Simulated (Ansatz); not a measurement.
# LaBiS2O (P4/nmm): band gap by G0W0 on r2SCAN

How far does one-shot GW move the r2SCAN gap of LaBiS2O (P4/nmm)?

Method: r2SCAN, then G0W0 on it, plane waves, PAW, in Ansatz 0.2.0.

### Step 1. The starting structure

The structure is tetragonal, space group P4/nmm (No. 129). Conventional cell: a = 4.065 Å, b = 4.065 Å, c = 13.861 Å, α = 90.00°, β = 90.00°, γ = 90.00°. Nearest to La lie 4 O at 2.37 Å and 4 S at 3.21 Å. Nearest to Bi lie 5 S at 2.46 to 2.89 Å. Nearest to S lie 4 Bi at 2.89 Å. S has 1 Bi at 2.46 Å and 4 La at 3.21 Å nearest. O has 4 La at 2.37 Å nearest. Farther neighbours and most contacts between anions are not listed.

The start is a cell given as: measured lattice (from a paper), with positions from the Materials Project. Spin-orbit coupling is left out unless a step names it.

The logs state that the PAW files were generated under PBE.

### Step 2. Relaxing the structure

The structure is relaxed first.

This step: DFT, r2SCAN, plane waves, PAW; PAW set soft_1.

Contents of input.yaml:

```yaml
crystal:
  lattice:
    - [4.0646, 0.0, 0.0]
    - [0.0, 4.0646, 0.0]
    - [0.0, 0.0, 13.8614]
  atoms:
    - { symbol: La, position: [0.5, 0.0, 0.587742] }
    - { symbol: La, position: [0.0, 0.5, 0.412258] }
    - { symbol: Bi, position: [0.0, 0.5, 0.867775] }
    - { symbol: Bi, position: [0.5, 0.0, 0.132225] }
    - { symbol: S, position: [0.5, 0.0, 0.89002] }
    - { symbol: S, position: [0.0, 0.5, 0.10998] }
    - { symbol: S, position: [0.0, 0.5, 0.690201] }
    - { symbol: S, position: [0.5, 0.0, 0.309799] }
    - { symbol: O, position: [0.0, 0.0, 0.5] }
    - { symbol: O, position: [0.5, 0.5, 0.5] }
kpoints:
  mp_grid: { grid: [6, 6, 2] }
hamiltonian:
  xc: r2scan
  pseudopotentials: { kind: paw, azcp: { folder: soft_1 } }
scf:
  occupations: { method: fermi_dirac, width: 0.02 }
relax:
  f_tol: 0.02
  max_steps: 60
```

On the command line:

```bash
$ ansatz run input.yaml --threads 24 --pin off --max-ram 82944MiB --backend cuda --events-out ev --progress --plain --runs-dir out --devices 1 --max-vram 78GiB
```

Numbers of over 12 decimals in the logs are rounded to 6 here.

Log:

```text
The last accepted step is kept in <dir> (removed where the run ends without a failure and the disk answers)
GPUs: using 1 of 1 available (devices: 1).
Engine: ansatz 0.2.0, aarch64-unknown-linux-gnu
Pseudopotentials: kind: paw
Pseudopotential: La, paw, valence charge 11, recommended cutoff 500 eV (meta_gga), soft_1/La.paw.azcp
Pseudopotential: Bi, paw, valence charge 15, recommended cutoff 500 eV (meta_gga), soft_1/Bi.paw.azcp
Pseudopotential: S, paw, valence charge 6, recommended cutoff 500 eV (meta_gga), soft_1/S.paw.azcp
Pseudopotential: O, paw, valence charge 6, recommended cutoff 500 eV (meta_gga), soft_1/O.paw.azcp
Functional definition: r2SCAN
  parameter k0 = 0.174
  parameter k1 = 0.065
  parameter a1 = 4.9479
  exchange = r2scan_x(k0 = k0, k1 = k1, a1 = a1)
  correlation = r2scan_c
[...]
Crystal: 10 atoms, lattice volume = 229.004 Å³
Basis set: ecut = 500 eV, 5867 PW (Γ), exchange–correlation on 120×120×432 points (64 copies of the dense FFT grid, shifted against one another)
Bands: 54, of which v1, the nominal top of the filled ones, is band 44 counted from 1 (43 counted from 0)
Symmetry: 16 space group operations
Space group: P4/nmm (ITA 129), of the structure as read, at distance tolerance 6.1e-5 Å
k-points: 20 of 72
Non-local potential: La, projectors of the file, l = 0: 3, l = 1: 2, l = 2: 2, l = 3: 3
Non-local potential: Bi, projectors of the file, l = 0: 2, l = 1: 2, l = 2: 2, l = 3: 1
Non-local potential: S, projectors of the file, l = 0: 2, l = 1: 2, l = 2: 1
Non-local potential: O, projectors of the file, l = 0: 2, l = 1: 2, l = 2: 1
PAW form: soft (Blöchl's): semilocal exchange-correlation on the pseudo side does not see the compensation charge
PAW frozen core: La, regenerated for the run's functional (the file was generated under x = pbe(κ = 0.804, μ = 0.219515), c = pbe(β = 0.066725))
PAW frozen core: Bi, regenerated for the run's functional (the file was generated under x = pbe(κ = 0.804, μ = 0.219515), c = pbe(β = 0.066725))
PAW frozen core: S, regenerated for the run's functional (the file was generated under x = pbe(κ = 0.804, μ = 0.219515), c = pbe(β = 0.066725))
PAW frozen core: O, regenerated for the run's functional (the file was generated under x = pbe(κ = 0.804, μ = 0.219515), c = pbe(β = 0.066725))
PAW one-centre angular grid: La, 974 points (default); XC on 160 Gauss nodes
PAW one-centre angular grid: Bi, 590 points (default); XC on 160 Gauss nodes
PAW one-centre angular grid: S, 302 points (default); XC on 160 Gauss nodes
[...]
Initial density: superposition of atomic densities (chi_scale 0.1, normalization cell, long waves kept (reshape's long-wave potential 0.42 eV rms))
Initial wavefunctions: pseudopotential atomic-orbital guess
[...]
Functional: x = r2scan, c = r2scan; τ floored in thin density (d = 2e-4 eV/Å³)
SCF iter   1: F=—  HF=-42131.818478 eV  |F-HF|=—  |Δ(HF+E_count)|=         —  Δρ=3.40e-2  dr2=7.89e0  dr2_τ=1.67e-1  ethr=3.10e-3  ⟨swp⟩=5.8  Hψ=4603  notcnv=0
preconditioner: auto → Resta (q_TF=auto, 2.326 Å⁻¹)  ε∞=4.9  [insulator: Δε(μ)=1.235 eV  Ē_g=9.663 eV  σ=0.020 eV  W_gap=1.00  n_scr=50 (ndim 8)  ℏωp=19.0 eV  f_vac=0.000  D(μ)=0.00/eV (n_scr^D=0)  ε∞_Penn≈4.9]
SCF iter   2: F=—  HF=-42131.119819 eV  |F-HF|=—  |Δ(HF+E_count)|=   6.99e-1  Δρ=1.88e-2  dr2=1.66e0  dr2_τ=2.82e-2  ethr=3.10e-3  ⟨swp⟩=7.2  Hψ=4907  notcnv=0  defer=40
SCF iter   3: F=—  HF=-42131.116273 eV  |F-HF|=—  |Δ(HF+E_count)|=   3.55e-3  Δρ=1.27e-2  dr2=3.05e-1  dr2_τ=4.02e-2  ethr=1.89e-3  ⟨swp⟩=7.2  Hψ=5800  notcnv=0  defer=81
automatic band count: iteration 3 solves 52 bands in place of 54: the levels show a gap, and the empty bands left out lie too high to hold charge; the band table lists the bands solved (type scf.n_extra_bands for more)
SCF iter   4: F=—  HF=-42131.080294 eV  |F-HF|=—  |Δ(HF+E_count)|=   3.60e-2  Δρ=3.76e-3  dr2=3.91e-2  dr2_τ=2.91e-3  ethr=3.46e-4  ⟨swp⟩=4.7  Hψ=2067  notcnv=0  defer=60
automatic band count: iteration 4 solves 51 bands in place of 52: the levels show a gap, and the empty bands left out lie too high to hold charge; the band table lists the bands solved (type scf.n_extra_bands for more)
SCF iter   5: F=—  HF=-42131.082898 eV  |F-HF|=—  |Δ(HF+E_count)|=   2.60e-3  Δρ=1.05e-3  dr2=3.31e-3  dr2_τ=9.03e-5  ethr=4.45e-5  ⟨swp⟩=4.4  Hψ=2142  notcnv=0  defer=62
[...]
SCF iter   8: F=-42131.083962 eV  HF=-42131.083962 eV  |F-HF|=2.31e-7  |Δ(HF+E_count)|=   4.85e-6  Δρ=1.85e-5  dr2=8.50e-7  dr2_τ=6.28e-8  ethr=1.14e-8  ⟨swp⟩=5.0  Hψ=4097  notcnv=0
SCF 1 converged in 8 iterations: F = -42131.083962 eV  dr2 = 8.50e-7
  greatest PAW one-centre occupation: 0.989 electrons in one spin orbital (limit 2), on the Bi atom at site 3 (counted from 0), in its partial waves of l = 2
relax step   1: F+E_penalty+E_count = -42131.08396234 eV  Δ(F+E_penalty+E_count) = +0.000e0 eV  max|allowed force component| = 3.704e-1 eV/Å  Δτ_max = 0.0000 Å  (8 SCF iters, dr2 threshold 1.00e-5 eV, accepted)
[...]
relax step   2: F+E_penalty+E_count = -42131.06208833 eV  Δ(F+E_penalty+E_count) = +2.187e-2 eV  max|allowed force component| = 7.699e-1 eV/Å  Δτ_max = 0.0656 Å  (6 SCF iters, dr2 threshold 8.58e-6 eV, rejected (line search))
[...]
relax step   3: F+E_penalty+E_count = -42131.10161366 eV  Δ(F+E_penalty+E_count) = -1.765e-2 eV  max|allowed force component| = 3.378e-2 eV/Å  Δτ_max = 0.0319 Å  (7 SCF iters, accepted)
[...]
relax step   4: F+E_penalty+E_count = -42131.10170019 eV  Δ(F+E_penalty+E_count) = -8.654e-5 eV  max|allowed force component| = 1.430e-2 eV/Å  Δτ_max = 0.0029 Å  (5 SCF iters, accepted)
SCF converged after 5 iterations
the last check of whether an eigenvalue changes by more than its tolerance under the output density was not made (final_scf_spared)
Free energy (F): -42131.101700 eV
Harris-Foulkes:  -42131.101700 eV  (|F-HF|=2.43e-8)
Internal energy: -42131.101700 eV  (E = F + TS)
E sigma→0 (E₀):  -42131.101700 eV
Fermi energy:    8.325859 eV
--- Per-component energies (eV) ---
  E_band       = -360.009703
  E_kinetic    = 1636.685151
  E_local      = -5104.430744  (includes V_loc(G=0)·N_el)
  E_nonlocal   = 1229.913509
  E_hartree    = 1926.956710
  E_xc         = -1034.887676
  E_vxc        = -1165.111728  (∫ρ·V_xc dr)
  E_paw        = -35047.281130  (= ΣΔE_a)
  E_vpaw       = -875.545125  (= ΣTr[D̂ρ^β])
  E_aug_tail   = 0.000767  (compensation charges beyond the density's cutoff)
  E_vtau       = 64.572922  (kinetic-family band-sum trace: ∫τ·v_τ [+ j·A + Jᵃ·Aᵃ] dr)
  E_ewald      = -5739.442507
  E_core_change = 1.384220  (= ΣΔE_core)
  E_smearing   = -0.000000  (= −TS)
  E_closure    = -0.000000  (closes the sum)
  Σ components = -42131.101700   (vs F -42131.101700, Δ=0.00e0)
--- Forces (eV/Å), atoms counted from 1 ---
  atom   1  La    -0.00000000     0.00000000     0.01430310
  atom   2  La    -0.00000000     0.00000000    -0.01430310
  atom   3  Bi     0.00000000    -0.00000000    -0.00152831
  atom   4  Bi    -0.00000000    -0.00000000     0.00152831
  atom   5  S     -0.00000000     0.00000000    -0.00347157
  atom   6  S     -0.00000000     0.00000000     0.00347157
  atom   7  S      0.00000000     0.00000000    -0.00045493
  atom   8  S      0.00000000     0.00000000     0.00045493
  atom   9  O     -0.00000000     0.00000000    -0.00000000
  atom  10  O     -0.00000000     0.00000000     0.00000000
  max |Σ_I F_I| component: 8.54e-17 eV/Å
--- Relaxed structure (4 steps of the walk, 3 accepted, 0 SCFs on fresh bases) ---
  F+E_penalty+E_count = -42131.10170019 eV   max|allowed force component| = 1.430e-2 eV/Å
  atoms:
    - { symbol: La, position: [0.5, 0, 0.589245] }
    - { symbol: La, position: [0, 0.5, 0.410755] }
    - { symbol: Bi, position: [0, 0.5, 0.870058] }
    - { symbol: Bi, position: [0.5, 0, 0.129942] }
    - { symbol: S, position: [0.5, 0, 0.888434] }
    - { symbol: S, position: [0, 0.5, 0.111566] }
    - { symbol: S, position: [0, 0.5, 0.690973] }
    - { symbol: S, position: [0.5, 0, 0.309027] }
    - { symbol: O, position: [0, 0, 0.5] }
    - { symbol: O, position: [0.5, 0.5, 0.5] }
```

The job ended after 3.4 s (1 × NVIDIA GB200 (shared by 2 runs) with 24 threads of Arm Neoverse V2, shared host; peak memory 1.1 GiB; 7.6 s of CPU time).

Relaxation path:

```csv
step,energy less that of the first step (eV),largest force component (eV/Å)
1,0.0000,0.3704
2,0.0219,0.7699
3,-0.0177,0.0338
4,-0.0177,0.0143
```

Relaxation step 2 was tried and not accepted.

The run keeps the 16 symmetry operations that it works with, so distortions that break them were not tested.

The atoms that moved most (Å):

```csv
atom,dx,dy,dz,length
Bi3,0.000,0.000,0.032,0.032
Bi4,0.000,0.000,-0.032,0.032
S6,0.000,0.000,0.022,0.022
S5,0.000,0.000,-0.022,0.022
La1,0.000,0.000,0.021,0.021
La2,0.000,0.000,-0.021,0.021
S7,0.000,0.000,0.011,0.011
S8,0.000,0.000,-0.011,0.011
```

The relaxed structure:

```cif
data_structure
_symmetry_space_group_name_H-M 'P 1'
_symmetry_Int_Tables_number 1
_cell_length_a 4.0646
_cell_length_b 4.0646
_cell_length_c 13.8614
_cell_angle_alpha 90.000
_cell_angle_beta 90.000
_cell_angle_gamma 90.000
_cell_volume 229.00
loop_
_atom_site_label
_atom_site_type_symbol
_atom_site_fract_x
_atom_site_fract_y
_atom_site_fract_z
_atom_site_occupancy
La1 La 0.50000 0.00000 0.58924 1
La2 La 0.00000 0.50000 0.41076 1
Bi3 Bi 0.00000 0.50000 0.87006 1
Bi4 Bi 0.50000 0.00000 0.12994 1
S5 S 0.50000 0.00000 0.88843 1
S6 S 0.00000 0.50000 0.11157 1
S7 S 0.00000 0.50000 0.69097 1
S8 S 0.50000 0.00000 0.30903 1
O9 O 0.00000 0.00000 0.50000 1
O10 O 0.50000 0.50000 0.50000 1
```

### Step 3. The r2SCAN band structure

Levels along a band path and on the mesh show where this functional puts the band edges.

Contents of input.yaml:

```yaml
crystal:
  lattice:
    - [4.0646, 0.0, 0.0]
    - [0.0, 4.0646, 0.0]
    - [0.0, 0.0, 13.8614]
  atoms:
    - { symbol: La, position: [0.5, 0.0, 0.589244592] }
    - { symbol: La, position: [0.0, 0.5, 0.410755408] }
    - { symbol: Bi, position: [0.0, 0.5, 0.8700583546] }
    - { symbol: Bi, position: [0.5, 0.0, 0.1299416454] }
    - { symbol: S, position: [0.5, 0.0, 0.8884344053] }
    - { symbol: S, position: [0.0, 0.5, 0.1115655947] }
    - { symbol: S, position: [0.0, 0.5, 0.6909732264] }
    - { symbol: S, position: [0.5, 0.0, 0.3090267736] }
    - { symbol: O, position: [0.0, 0.0, 0.5] }
    - { symbol: O, position: [0.5, 0.5, 0.5] }
kpoints:
  mp_grid: { grid: [6, 6, 2] }
  band_path:
    path:
      - [[0.0, 0.0, 0.0], [0.0, 0.5, 0.0], [0.5, 0.5, 0.0], [0.0, 0.0, 0.0], [0.0, 0.0, 0.5], [0.0, 0.5, 0.5], [0.5, 0.5, 0.5], [0.0, 0.0, 0.5]]
      - [[0.0, 0.5, 0.0], [0.0, 0.5, 0.5]]
      - [[0.5, 0.5, 0.0], [0.5, 0.5, 0.5]]
    npoints: 10
hamiltonian:
  xc: r2scan
  pseudopotentials: { kind: paw, azcp: { folder: soft_1 } }
scf:
  occupations: { method: fermi_dirac, width: 0.02 }
  n_extra_bands: 7
output:
  eigenvalues: true
  forces: true
  stress: true
```

Log:

```text
[...]
GPUs: using 1 of 1 available (devices: 1).
[...]
device memory: the entry about to start is reckoned to put 4.2 GiB on a device that reports 171.0 GiB free (of which the cap on the GPU budget leaves the run 78.0 GiB)
GPU FFT provider: cuFFT
GPU libraries: cuBLAS 13.8.1, cuFFT 12.4.0, cuSOLVER 12.3.2
GPU matrix products: emulated (plane waves: as basis.precision tells), large ones in fixed point in workspaces of 1.00 GiB
Crystal: 10 atoms, lattice volume = 229.004 Å³
Basis set: ecut = 500 eV, 5867 PW (Γ), exchange–correlation on 120×120×432 points (64 copies of the dense FFT grid, shifted against one another)
Bands: 51, of which v1, the nominal top of the filled ones, is band 44 counted from 1 (43 counted from 0)
Symmetry: 16 space group operations
[...]
k-points: 20 of 72
[...]
GPU buffer pool allocated for 97200 grid points (all kernels)
GPU transforms: local potential and band sums: pruned to the plane-wave sphere, on 30×30×108
[...]
SCF iter   1: F=—  HF=-42131.902527 eV  |F-HF|=—  |Δ(HF+E_count)|=         —  Δρ=3.45e-2  dr2=8.17e0  dr2_τ=1.60e-1  ethr=3.10e-3  ⟨swp⟩=6.8  Hψ=4521  notcnv=0
[...]
SCF iter   9: F=-42131.101700 eV  HF=-42131.101700 eV  |F-HF|=3.61e-9  |Δ(HF+E_count)|=   6.50e-7  Δρ=4.87e-6  dr2=7.46e-8  dr2_τ=3.66e-9  ethr=1.14e-10  ⟨swp⟩=23.8  Hψ=7823  notcnv=0
the search or the solves at the SCF's close seem to have found levels that the self-consistency loop had missed (the run counts 1). By its estimate they hold under 1e-12 electrons; where the run keeps them, the occupations were computed again with them
SCF 1 converged in 9 iterations: F = -42131.101700 eV  dr2 = 7.46e-8
[...]
NSCF: frozen V_eff on 93 k-points, pencils in batches of 32, up to order 228
SCF converged after 9 iterations
Free energy (F): -42131.101700 eV
[...]
Internal energy: -42131.101700 eV  (E = F + TS)
E sigma→0 (E₀):  -42131.101700 eV
Fermi energy:    8.325897 eV
[...]
--- Forces (eV/Å), atoms counted from 1 ---
  atom   1  La     0.00000000     0.00000000     0.01457946
  atom   2  La     0.00000000     0.00000000    -0.01457946
  atom   3  Bi    -0.00000000     0.00000000    -0.00149253
  atom   4  Bi    -0.00000000     0.00000000     0.00149253
  atom   5  S     -0.00000000     0.00000000    -0.00351174
  atom   6  S     -0.00000000     0.00000000     0.00351174
  atom   7  S      0.00000000     0.00000000    -0.00040907
  atom   8  S      0.00000000     0.00000000     0.00040907
  atom   9  O      0.00000000    -0.00000000    -0.00000000
  atom  10  O      0.00000000     0.00000000     0.00000000
  max |Σ_I F_I| component: 5.42e-20 eV/Å
--- Stress (GPa, compression-positive) ---
       -0.326340       0.000000       0.000000
        0.000000      -0.326340       0.000000
        0.000000       0.000000       1.143328
  P = ⅓ Tr σ = 0.1635 GPa (1.635 kbar)
--- Band table (eV; the first three rows and the last of 20) ---
  k-point 0: bands = [... 40 lower, 7.2340, 7.2340, 7.6688, 7.6688, 11.6909, 11.9442, 12.0332, 12.2262, ... 3 higher]
  k-point 1: bands = [... 40 lower, 7.2539, 7.4730, 7.6574, 7.6574, 11.7114, 11.7698, 11.9559, 12.1684, ... 3 higher]
  k-point 2: bands = [... 40 lower, 7.1276, 7.1631, 7.5544, 7.5680, 11.3467, 11.7327, 11.7715, 11.9228, ... 3 higher]
  k-point 19: bands = [... 40 lower, 6.6465, 6.6465, 6.8111, 6.8111, 11.9820, 11.9820, 12.7061, 12.7061, ... 3 higher]
```

Run time: 4 s. Hardware: 1 × NVIDIA GB200 (shared by 2 runs) with 24 threads; peak memory 1.1 GiB; 9.4 s of CPU time.

Reading the cycles: dr2 is the Hartree energy of the density residual (eV), the measure of convergence; HF is the Harris–Foulkes estimate of the energy, which meets the free energy F at convergence.

This step gave:

```yaml
pressure: 0.1635 GPa
filled_bands: 44
gap: 1.109 eV
valence_top_at: k = (0.000, 0.450, 0.000)
conduction_bottom_at: X
least_direct_gap: 1.127 eV
```

Over mesh and path the gap is 1.109 eV, from k = (0.000, 0.450, 0.000) to k = (0.000, 0.500, 0.000). The least direct gap found is 1.127 eV, at k = (0.000, 0.450, 0.000). On the 6×6×2 mesh alone the same run gives 1.139 eV, so that mesh misses an edge of r2SCAN: 1.139 − 1.109 = +0.030 eV.

The electronic bands at the labelled points (eV, zero at the top of the highest nominally filled band):

```csv
point,band 41,band 42,band 43,band 44,band 45,band 46,band 47,band 48
Γ,-0.55,-0.55,-0.12,-0.12,3.90,4.16,4.24,4.44
halfway,-0.75,-0.64,-0.35,-0.28,2.76,3.10,3.19,3.41
X,-0.78,-0.78,-0.03,-0.03,1.11,1.11,1.64,1.64
halfway,-1.12,-1.12,-0.76,-0.76,3.53,3.53,3.95,3.95
M,-1.14,-1.14,-0.86,-0.86,4.26,4.26,4.87,4.87
halfway,-1.01,-0.57,-0.46,-0.34,1.86,2.02,3.96,4.12
Γ,-0.55,-0.55,-0.12,-0.12,3.90,4.16,4.24,4.44
halfway,-0.55,-0.51,-0.13,-0.13,3.91,4.05,4.23,4.41
Z,-0.54,-0.32,-0.13,-0.13,3.92,3.98,4.17,4.38
halfway,-0.74,-0.62,-0.50,-0.35,2.84,3.07,3.18,3.44
R,-0.79,-0.79,-0.05,-0.05,1.11,1.11,1.64,1.64
halfway,-1.05,-1.05,-0.72,-0.72,3.45,3.45,3.96,3.96
A,-1.14,-1.14,-0.98,-0.98,4.19,4.19,4.92,4.92
halfway,-0.82,-0.59,-0.57,-0.47,1.83,2.06,3.93,4.03
Z,-0.54,-0.32,-0.13,-0.13,3.92,3.98,4.17,4.38
jump to X,-0.78,-0.78,-0.03,-0.03,1.11,1.11,1.64,1.64
halfway,-0.78,-0.78,-0.04,-0.04,1.11,1.11,1.64,1.64
R,-0.79,-0.79,-0.05,-0.05,1.11,1.11,1.64,1.64
jump to M,-1.14,-1.14,-0.86,-0.86,4.26,4.26,4.87,4.87
halfway,-1.14,-1.14,-0.92,-0.92,4.23,4.23,4.89,4.89
A,-1.14,-1.14,-0.98,-0.98,4.19,4.19,4.92,4.92
```

[end of part 1 of 2]

[Paths, hosts, dates, memory and timing lines, banners, echoed tables and standing remarks are left out of the program output.]

[Logs are printed without paths, hosts, clocks, repeated set-up lines and the standing remarks that a program may print on its own settings, such as how far it seeks lower states.]

[Runs of the session that timed out or met a known fault of the program may be left out.]

[Cells called generated may have been cut or substituted from an entry of the Crystallography Open Database or the Materials Project.]

[Hosts, paths, dates, database ids (printed as entryN), source tags and the programs' standing remarks are cut or masked in the printed files.]

[Where an RPA ε∞ is given, it is that of the G0W0 mesh and is not shown converged in it. Names of k-points follow the symmetry that the program found, which can be lower than the space group named. Band edges on a path are those of the sampled points; other points can move an edge, and change direct to indirect where valleys lie close.]

[Hybrid gaps are those of their k-mesh and are not shown converged in it.]
